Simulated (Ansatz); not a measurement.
# K on Os(0001): change of the work function, part 2 of 4

How does one ordered layer of K (top site) change the work function of Os(0001), and what dipole does each adsorbate carry?

Ansatz 0.2.0; plane-wave DFT, r2SCAN, Ansatz PAW (the session's first sound run).

So far, work function, upper face (eV): step 2 (the clean slab) 5.39.

## 3. Adsorbate added

System of this step: K/Os(0001). The cell holds 17 atoms: 16 Os and 1 K. Its edges and angles: a = 5.480 Å, b = 5.480 Å, c = 28.044 Å, α = 90.0°, β = 90.0°, γ = 60.0°. Vacuum lies along c.

The clean slab as it ended is repeated in the plane and the adsorbate is set on one face; the cell's size fixes the coverage, and the k-mesh shrinks with it to keep the sampling density about even. Adsorbate and upper layers relax, since the dipole depends on the height.

Contents of input.yaml:

```yaml
crystal:
  lattice:
    - [5.48, 0.0, 0.0]
    - [2.74, 4.7458192128, 0.0]
    - [0.0, 0.0, 28.0441665387]
  atoms:
    - { symbol: Os, position: [0.3333333333, 0.3333333333, 0.3209223561] }
    - { symbol: Os, position: [0.0, 0.0, 0.398058897] }
    - { symbol: Os, position: [0.3333333333, 0.3333333333, 0.4748596962] }
    - { symbol: Os, position: [0.0, 0.0, 0.5491575768] }
    - { symbol: Os, position: [0.3333333333, 0.8333333333, 0.3209223561] }
    - { symbol: Os, position: [0.0, 0.5, 0.398058897] }
    - { symbol: Os, position: [0.3333333333, 0.8333333333, 0.4748596962] }
    - { symbol: Os, position: [0.0, 0.5, 0.5491575768] }
    - { symbol: Os, position: [0.8333333333, 0.3333333333, 0.3209223561] }
    - { symbol: Os, position: [0.5, 0.0, 0.398058897] }
    - { symbol: Os, position: [0.8333333333, 0.3333333333, 0.4748596962] }
    - { symbol: Os, position: [0.5, 0.0, 0.5491575768] }
    - { symbol: Os, position: [0.8333333333, 0.8333333333, 0.3209223561] }
    - { symbol: Os, position: [0.5, 0.5, 0.398058897] }
    - { symbol: Os, position: [0.8333333333, 0.8333333333, 0.4748596962] }
    - { symbol: Os, position: [0.5, 0.5, 0.5491575768] }
    - { symbol: K, position: [0.0, 0.0, 0.6790776439] }
kpoints:
  mp_grid: { grid: [7, 7, 1] }
hamiltonian:
  xc: r2scan
scf:
  occupations: { method: fermi_dirac, width: 0.1 }
  convergence: { dr2_threshold: 1.0e-08 }
efield:
  axis: 3
  dipole_correction: true
  ramp_position: 0.97
  ramp_width: 0.06
relax:
  f_tol: 0.02
  max_steps: 60
  constraints: [{ sites: [0, 1, 4, 5, 8, 9, 12, 13] }]
output:
  bader: true
  dos: { projected: true, e_range: [-8, 4] }
  write_potential: true
  write_density: true
  volumetric_format: npy
  elf: true
```

Launch:

```
$ ansatz run input.yaml --threads 4 --pin off --max-ram 12288MiB --backend cpu --events-out ev --progress --plain --runs-dir out
```

Numbers of over 12 decimals in the logs are rounded to 6 here.

Output:

```text
[...]
Crystal: 17 atoms, lattice volume = 729.347 Å³
Basis set: ecut = 500 eV, 18451 PW (Γ), exchange–correlation on 160×160×864 points (64 copies of the dense FFT grid, shifted against one another)
Bands: 159, of which v1, the nominal top of the filled ones, is band 133 counted from 1 (132 counted from 0)
Symmetry: 6 space group operations
[...]
k-points: 8 of 49 (time reversal used)
[...]
SCF iter   1: F=—  HF=-183894.823427 eV  |F-HF|=—  |Δ(HF+E_count)|=         —  Δρ=7.69e-3  dr2=1.88e0  dr2_τ=3.33e-1  ethr=1.77e-3  p=0.488 e·Å  D=1.21e-1 V/Å  ΔV_dip=-3.40 eV  dr2_dipole=2.43e-1  V_vac-E_F(+/−)=2.20/5.59 eV  ⟨swp⟩=8.5  Hψ=5777  notcnv=0
[...]
SCF iter  14: F=-183895.164027 eV  HF=-183895.164027 eV  |F-HF|=6.11e-10  |Δ(HF+E_count)|=   9.98e-9  Δρ=2.54e-7  dr2=2.05e-9  dr2_τ=9.64e-11  ethr=3.77e-12  p=0.440 e·Å  D=1.09e-1 V/Å  ΔV_dip=-3.06 eV  dr2_dipole=9.90e-13  V_vac-E_F(+/−)=2.34/5.41 eV  ⟨swp⟩=11.0  Hψ=8549  notcnv=0
SCF 1 converged in 14 iterations: F = -183895.164027 eV  dr2 = 2.05e-9
[...]
relax step   1: F+E_penalty+E_count = -183895.16402652 eV  Δ(F+E_penalty+E_count) = +0.000e0 eV  max|allowed force component| = 6.838e-1 eV/Å  Δτ_max = 0.0000 Å  (14 SCF iters, accepted)
[...]
SCF iter  11: F=-183895.240779 eV  HF=-183895.240779 eV  |F-HF|=8.44e-10  |Δ(HF+E_count)|=   1.57e-8  Δρ=5.00e-7  dr2=7.76e-9  dr2_τ=7.65e-10  ethr=3.77e-12  p=0.452 e·Å  D=1.12e-1 V/Å  ΔV_dip=-3.15 eV  dr2_dipole=2.88e-11  V_vac-E_F(+/−)=2.26/5.41 eV  ⟨swp⟩=9.1  Hψ=9754  notcnv=0
SCF 2 converged in 11 iterations: F = -183895.240779 eV  dr2 = 7.76e-9
[...]
relax step   2: F+E_penalty+E_count = -183895.24077942 eV  Δ(F+E_penalty+E_count) = -7.675e-2 eV  max|allowed force component| = 6.667e-1 eV/Å  Δτ_max = 0.1214 Å  (11 SCF iters, accepted)
SCF iter   1: F=—  HF=-183895.271653 eV  |F-HF|=—  |Δ(HF+E_count)|=         —  Δρ=2.23e-3  dr2=2.30e-1  dr2_τ=1.72e0  ethr=3.88e-4  p=0.452 e·Å  D=1.12e-1 V/Å  ΔV_dip=-3.15 eV  dr2_dipole=1.10e-2  V_vac-E_F(+/−)=2.27/5.42 eV  ⟨swp⟩=6.2  Hψ=3683  notcnv=0
[...]
SCF iter  11: F=-183895.368211 eV  HF=-183895.368211 eV  |F-HF|=1.51e-9  |Δ(HF+E_count)|=   4.63e-9  Δρ=4.30e-7  dr2=4.09e-9  dr2_τ=2.27e-10  ethr=3.77e-12  p=0.475 e·Å  D=1.18e-1 V/Å  ΔV_dip=-3.31 eV  dr2_dipole=2.06e-10  V_vac-E_F(+/−)=2.11/5.41 eV  ⟨swp⟩=10.0  Hψ=9879  notcnv=0
SCF 3 converged in 11 iterations: F = -183895.368211 eV  dr2 = 4.09e-9
relax step   3: F+E_penalty+E_count = -183895.36821149 eV  Δ(F+E_penalty+E_count) = -1.274e-1 eV  max|allowed force component| = 5.091e-1 eV/Å  Δτ_max = 0.1957 Å  (11 SCF iters, accepted)
[...]
relax step   4: F+E_penalty+E_count = -183895.44569901 eV  Δ(F+E_penalty+E_count) = -7.749e-2 eV  max|allowed force component| = 2.350e-1 eV/Å  Δτ_max = 0.1991 Å  (13 SCF iters, accepted)
[...]
relax step   5: F+E_penalty+E_count = -183895.46023131 eV  Δ(F+E_penalty+E_count) = -1.453e-2 eV  max|allowed force component| = 1.011e-1 eV/Å  Δτ_max = 0.0850 Å  (12 SCF iters, accepted)
[...]
relax step   6: F+E_penalty+E_count = -183895.46226838 eV  Δ(F+E_penalty+E_count) = -2.037e-3 eV  max|allowed force component| = 5.495e-2 eV/Å  Δτ_max = 0.0525 Å  (12 SCF iters, accepted)
SCF iter   1: F=—  HF=-183895.459493 eV  |F-HF|=—  |Δ(HF+E_count)|=         —  Δρ=1.67e-4  dr2=1.81e-3  dr2_τ=5.00e-3  ethr=1.44e-6  p=0.527 e·Å  D=1.31e-1 V/Å  ΔV_dip=-3.67 eV  dr2_dipole=6.02e-4  V_vac-E_F(+/−)=1.75/5.41 eV  ⟨swp⟩=3.1  Hψ=2435  notcnv=0
[...]
SCF iter   9: F=-183895.462483 eV  HF=-183895.462483 eV  |F-HF|=3.55e-9  |Δ(HF+E_count)|=   1.34e-8  Δρ=4.11e-7  dr2=5.66e-9  dr2_τ=7.24e-10  ethr=3.77e-12  p=0.525 e·Å  D=1.30e-1 V/Å  ΔV_dip=-3.65 eV  dr2_dipole=7.82e-11  V_vac-E_F(+/−)=1.76/5.41 eV  ⟨swp⟩=9.9  Hψ=9536  notcnv=0
SCF 7 converged in 9 iterations: F = -183895.462483 eV  dr2 = 5.66e-9
relax step   7: F+E_penalty+E_count = -183895.46248327 eV  Δ(F+E_penalty+E_count) = -2.149e-4 eV  max|allowed force component| = 2.462e-3 eV/Å  Δτ_max = 0.0088 Å  (9 SCF iters, accepted)
NSCF: frozen V_eff on 8 k-points
[...]
SCF iter   2: F=-183895.462483 eV  HF=-183895.462483 eV  |F-HF|=6.98e-10  |Δ(HF+E_count)|=   5.97e-9  Δρ=4.73e-7  dr2=5.58e-9  dr2_τ=3.51e-10  ethr=1.90e-12  p=0.525 e·Å  D=1.30e-1 V/Å  ΔV_dip=-3.65 eV  dr2_dipole=4.07e-10  V_vac-E_F(+/−)=1.76/5.41 eV  ⟨swp⟩=10.4  Hψ=8461  notcnv=0
SCF 8 converged in 2 iterations: F = -183895.462483 eV  dr2 = 5.58e-9
[...]
SCF converged after 2 iterations
Free energy (F): -183895.462483 eV
[...]
Internal energy: -183895.035345 eV  (E = F + TS)
E sigma→0 (E₀):  -183895.248914 eV
Entropy (-TS):   -0.427138 eV (-25.126 meV/atom)
Fermi energy:    5.995289 eV
Dipole field:    D = 0.130206 V/Å  (p = 0.524810 e·Å, saw-weighted, corrected)
Work function:   Φ+ = 1.7628 eV   Φ− = 5.4145 eV
[...]
--- Forces (eV/Å), atoms counted from 1 ---
  atom   1  Os     0.00000000    -0.00000000     0.87427003
  atom   2  Os    -0.00000000     0.00000000    -0.86554247
  atom   3  Os    -0.00000000    -0.00000000     0.00207561
  atom   4  Os    -0.00000000     0.00000000     0.00135077
  atom   5  Os     0.01058058    -0.00610870     0.89950066
  atom   6  Os     0.03534842    -0.02040842    -0.90546059
  atom   7  Os     0.00054086    -0.00031226     0.00064422
  atom   8  Os     0.00213179    -0.00123079     0.00122231
  atom   9  Os     0.00000000     0.01221740     0.89950066
  atom  10  Os    -0.00000000     0.04081685    -0.90546059
  atom  11  Os    -0.00000000     0.00062453     0.00064422
  atom  12  Os     0.00000000     0.00246158     0.00122231
  atom  13  Os    -0.01058058    -0.00610870     0.89950066
  atom  14  Os    -0.03534842    -0.02040842    -0.90546059
  atom  15  Os    -0.00054086    -0.00031226     0.00064422
  atom  16  Os    -0.00213179    -0.00123079     0.00122231
  atom  17  K      0.00000000     0.00000000     0.00006642
  max |Σ_I F_I| component: 5.98e-5 eV/Å
--- Band table (eV; the first three rows and the last of 8) ---
  k-point 0: bands = [... 129 lower, 6.2937, 6.4161, 6.4161, 7.2355, 7.2400, 7.2400, 7.3258, 7.3985, ... 22 higher]
  k-point 1: bands = [... 129 lower, 6.2215, 6.3035, 6.3530, 6.3623, 6.4637, 6.5322, 7.0996, 7.2230, ... 22 higher]
  k-point 2: bands = [... 129 lower, 5.7734, 5.7808, 5.9126, 6.2375, 6.3695, 6.5288, 6.6729, 6.7302, ... 22 higher]
  k-point 7: bands = [... 129 lower, 5.3297, 5.4828, 5.4954, 5.6398, 5.6845, 5.6925, 6.3408, 6.6518, ... 22 higher]
--- Relaxed structure (7 steps of the walk, 7 accepted, 0 SCFs on fresh bases) ---
  F+E_penalty+E_count = -183895.46248327 eV   max|allowed force component| = 2.462e-3 eV/Å
  atoms:
    - { symbol: Os, position: [0.333333, 0.333333, 0.320922] }
    - { symbol: Os, position: [0, 0, 0.398059] }
    - { symbol: Os, position: [0.333333, 0.333333, 0.474806] }
    - { symbol: Os, position: [-6.236678972484343e-19, 0, 0.548060] }
    - { symbol: Os, position: [0.333333, 0.833333, 0.320922] }
    - { symbol: Os, position: [0.0, 0.5, 0.398059] }
    - { symbol: Os, position: [0.334851, 0.832574, 0.474594] }
    - { symbol: Os, position: [1.5141098749088533e-5, 0.499992, 0.549729] }
    - { symbol: Os, position: [0.833333, 0.333333, 0.320922] }
    - { symbol: Os, position: [0.5, 0, 0.398059] }
    - { symbol: Os, position: [0.832574, 0.334851, 0.474594] }
    - { symbol: Os, position: [0.499992, 1.51410987491624e-5, 0.549729] }
    - { symbol: Os, position: [0.833333, 0.833333, 0.320922] }
    - { symbol: Os, position: [0.5, 0.5, 0.398059] }
    - { symbol: Os, position: [0.832574, 0.832574, 0.474594] }
    - { symbol: Os, position: [0.499992, 0.499992, 0.549729] }
    - { symbol: K, position: [-1.3065367265800167e-17, 0, 0.656082] }
--- Bader charges: 17 sites ---
  site symbol  charge [e]  shift [e]
     0     Os     -0.0771     0.0001
     1     Os      0.0690     0.0001
     2     Os      0.0780     0.0001
     3     Os     -0.2407     0.0000
     4     Os     -0.0775     0.0001
     5     Os      0.0699     0.0001
     6     Os      0.0771     0.0000
     7     Os     -0.2407     0.0001
     8     Os     -0.0775     0.0001
     9     Os      0.0700     0.0001
    10     Os      0.0771     0.0000
    11     Os     -0.2407     0.0001
    12     Os     -0.0775     0.0001
    13     Os      0.0700     0.0001
    14     Os      0.0772     0.0000
    15     Os     -0.2407     0.0001
    16      K      0.6840     0.0000
  estimated error of the sums over rays = 4.9e-4 e
```

Run time: 11 min. Hardware: 4 threads of Arm Neoverse V1, shared host; peak memory 4.6 GiB.

The steps of the relaxation:

```
step  energy less that of the first step (eV)  largest force component (eV/Å)
   1                                   0.0000                          0.6838
   2                                  -0.0768                          0.6667
   3                                  -0.2042                          0.5091
   4                                  -0.2817                          0.2350
   5                                  -0.2962                          0.1011
   6                                  -0.2982                          0.0549
   7                                  -0.2985                          0.0025
```

The run keeps the 6 symmetry operations that it works with, so distortions that break them were not tested.

The atoms that moved most (Å):

```
atom      dx      dy      dz  length
 K17   0.000   0.000  -0.645   0.645
 Os4   0.000   0.000  -0.031   0.031
Os16   0.000   0.000   0.016   0.016
 Os8   0.000   0.000   0.016   0.016
Os12   0.000   0.000   0.016   0.016
Os15  -0.006  -0.004  -0.007   0.010
 Os7   0.006  -0.004  -0.007   0.010
Os11   0.000   0.007  -0.007   0.010
```

Numbers from this step:

```
energy at zero smearing        : -183895.2489 eV
work function, upper face      : 1.763 eV
work function, lower face      : 5.414 eV
dipole along the normal        : 0.5248 e·Å
step between the vacuum levels : -3.652 eV
```

Running mean over 2.16323 Å of the planar mean; the ramp of the sawtooth is left out. Electron's electrostatic potential energy less the Fermi level against z:

z (Å), electron's electrostatic potential energy less the Fermi level (eV) and a bar from the least value:
```
        4        5.4 ##############################
        5        5.4 ##############################
        6        5.3 ##############################
        7        4.1 ############################
        8       -4.9 ##############
        9      -12.1 ##
       10      -12.6 #
       11      -12.8 #
       12      -13.1 #
       13      -13.0 #
       14      -13.4 
       15      -12.9 #
       16       -9.5 ######
       17       -0.3 #####################
       18       -0.2 #####################
       19       -1.0 ####################
       20        0.6 ######################
       21        1.3 ########################
       22        1.6 ########################
       23        1.7 ########################
       24        1.7 ########################
```

The density of states has structure finer than the step of the table below, so its rows give means over 0.25 eV, whole bins alone (the curve runs from -8 to 1.98 eV). Peaks (eV: height): -5.200: 42.1, -4.030: 40.1, -3.580: 29.9, -2.620: 42.1, -1.770: 37.8, 1.230: 31.3, 1.500: 65.2.

The density of states by energy, zero at the Fermi level; means over each step:

```
energy (eV)  density of states (states/eV a cell)
      -7.75                                  9.62
      -7.50                                  8.99
      -7.25                                  13.7
      -7.00                                  13.6
      -6.75                                  14.3
      -6.50                                  13.0
      -6.25                                  15.3
      -6.00                                  15.2
      -5.75                                  10.3
      -5.50                                  12.7
      -5.25                                  20.2
      -5.00                                  12.9
      -4.75                                  17.2
      -4.50                                  16.4
      -4.25                                  6.34
      -4.00                                  16.1
      -3.75                                  16.6
      -3.50                                  23.7
      -3.25                                  19.1
      -3.00                                  15.7
      -2.75                                  24.4
      -2.50                                  33.4
      -2.25                                  25.0
      -2.00                                  22.2
      -1.75                                  20.3
      -1.50                                  12.8
      -1.25                                  11.3
      -1.00                                  10.1
      -0.75                                  14.6
      -0.50                                  15.7
      -0.25                                  14.0
       0.00                                  10.8
       0.25                                  16.0
       0.50                                  14.5
       0.75                                  17.1
       1.00                                  12.3
       1.25                                  15.1
       1.50                                  29.3
       1.75                                  20.3
```

Projected DOS per atom over height of the atomic layer and energy from the Fermi level. Layers: Os4 Os4 Os4 Os4 K from below.

Ten even steps from '0' (0.00 states/eV) to '9' (2.19 states/eV), each cell a mean:
```
46641
54451
43332
52252
42231
63350
42230
32231
75460
95590
75590
54450
55550
23320
55440
35440
33340
34430
34430
15520
14420
12310
```
Columns: height of the atomic layer (Å) from 9 to 18.4 (not evenly spaced); rows upwards: energy from the Fermi level (eV) from -7.96 to 1.95.

ELF in the ca plane at fractional y = 0.000, with atoms of Os and K within 0.2 Å of it. It is the smooth field of the valence electrons, not physical close to the nuclei.

Ten even steps from '0' (0.01) to '9' (0.87), each cell a mean:
```
43334767633333336767521289899720001333211000
32333566434322344665321169998510001333211000
44333333333343333333332016775200002332211000
54333334332354233344443100221000012332211000
44333333333343233333333200000000023332210000
33333576434333344676322210000000123332210000
43334767633333335767522221100001223332210000
44434745733433335647622221100011233332110000
33333677534333334777422221000001223332210000
33333354333333343454323210000000123332210000
54333333332354233334443100000000012332210000
54333333332354233334443003553100002332211000
33333354333333343454331048997400001333211000
33333677534333335777421189999720001333211000
44434745733433336647621299689830001333211000
```
Columns run along c (16.0 Å, from fractional 0.32 to 0.89 of the cell), rows up along a (5.5 Å). Atoms in or near the plane, at fractional coordinates: Os at (0.40, 0.00), Os at (0.55, 0.00), Os at (0.40, 0.50), Os at (0.55, 0.50), K at (0.66, 0.00).

Valence density in the ca plane at fractional y = 0.000, with atoms of Os and K within 0.2 Å of it. It is the smooth field of the valence electrons, not physical close to the nuclei.

Values in e/Å³, 8 rows by 16 columns, each cell a mean:
```
0.5 1.0 5.1 1.0 0.5 0.7 4.8 1.6 0.3 2.6 0.9 0.0 0.0 0.0 0.0 0.0
1.2 0.4 0.7 0.4 1.2 0.5 0.7 0.3 0.1 0.3 0.1 0.0 0.0 0.0 0.0 0.0
0.9 0.5 1.3 0.5 0.9 0.5 1.2 0.5 0.1 0.0 0.0 0.0 0.0 0.0 0.0 0.0
0.4 1.3 6.5 1.3 0.4 0.7 5.9 2.4 0.1 0.0 0.0 0.0 0.0 0.0 0.0 0.0
0.5 1.0 5.1 1.0 0.5 0.6 4.6 1.8 0.1 0.0 0.0 0.0 0.0 0.0 0.0 0.0
1.2 0.4 0.7 0.4 1.2 0.5 0.7 0.3 0.1 0.0 0.0 0.0 0.0 0.0 0.0 0.0
0.9 0.5 1.3 0.5 0.9 0.5 1.3 0.5 0.1 0.7 0.2 0.0 0.0 0.0 0.0 0.0
0.4 1.3 6.5 1.3 0.4 0.8 6.1 2.1 0.4 3.3 1.2 0.0 0.0 0.0 0.0 0.0
```
Columns run along c (16.0 Å, from fractional 0.32 to 0.89 of the cell), rows up along a (5.5 Å). Atoms in or near the plane, at fractional coordinates: Os at (0.40, 0.00), Os at (0.55, 0.00), Os at (0.40, 0.50), Os at (0.55, 0.50), K at (0.66, 0.00).

Electrostatic potential energy in the ca plane at fractional y = 0.000, with atoms of Os and K within 0.2 Å of it. With pseudopotentials it is smooth inside the atoms' cores, unlike the true potential.

Ten even steps from '0' (-50 eV) to '9' (9 eV), each cell a mean:
```
99985100269999973000489862115899999999999999
77887422588878886324799985457899999999999999
55788867898656788777999998788999999999999999
44689988998544799989999999999999999999999999
55788767898656788767999999999999999999999999
77887422588878886323699999999999999999999999
99985100269999983000489999999999999999999999
99985000169999973000379999999999999999999999
88986200379888985101589999999999999999999999
66888645788767887545899999999999999999999999
44689888998645799888999999999999999999999999
44789888898645789888999999889999999999999999
66888644788767887546899987668999999999999999
88986200379988984102589973236899999999999999
99985000169999972000489851014899999999999999
```
Columns run along c (16.0 Å, from fractional 0.32 to 0.89 of the cell; values clipped at the 3rd and 97th percentile), rows up along a (5.5 Å). Atoms in or near the plane, at fractional coordinates: Os at (0.40, 0.00), Os at (0.55, 0.00), Os at (0.40, 0.50), Os at (0.55, 0.50), K at (0.66, 0.00).

The relaxation took 7 steps and lowered the energy by 0.30 eV; the largest force on the free atoms ends at 0.0025 eV/Å.

By hand: a sheet of dipoles makes a step −p/(ε₀A) in the electron's potential. With e/ε₀ = 180.95 V·Å, p = 0.5248 e·Å and A = 26.01 Å², that is −180.95 × (0.5248) / 26.01 = -3.652 eV, and the two vacuum levels of the run differ by -3.652 eV.

The covered face has 1.76 eV, -3.63 eV against the clean one; the bare back face has moved by -0.02 eV, a measure of how thin the slab is.

## 4. Work function against coverage

This step: plane-wave DFT, r2SCAN, Ansatz PAW; work function against coverage (Ansatz 0.2.0).

The runs are now put side by side.

Numbers from this step:

```yaml
work_function_of_the_clean_face: 5.392 eV
largest_change_of_the_work_function: -3.630 eV
```

The work function of the covered face by coverage:

```
coverage (adsorbates/nm²)  work function of the covered face (eV)
                     0.00                                    5.39
                     3.85                                    1.76
```

The dipole per adsorbate comes from the change of the cell's dipole. Coverage, by row:

```
coverage (1/nm²)  coverage (ML)  work function (eV)  change (eV)  dipole per adsorbate, positive end outwards (debye)  mean height of the added atoms over the highest substrate atom (Å)
           3.845           0.25               1.763        -3.63                                                2.491                                                               2.983
```

[end of part 2 of 4]

[Logs are printed without paths, hosts, clocks, repeated set-up lines and the standing remarks that a program may print on its own settings, such as how far it seeks lower states.]

[Hosts, paths, dates, database ids (printed as entryN), source tags and the programs' standing remarks are cut or masked in the printed files.]

[Maps of the electrostatic potential energy from Ansatz leave out the sawtooth potential of an applied field or a dipole correction, so their vacuum need not be flat; planar profiles and work functions include it.]

[The density of states shown here was stored with 400 of the rows of the run's finer table, so its peaks can read low, often by over a quarter, or be missed, and its means over a window can be off by a tenth or more.]
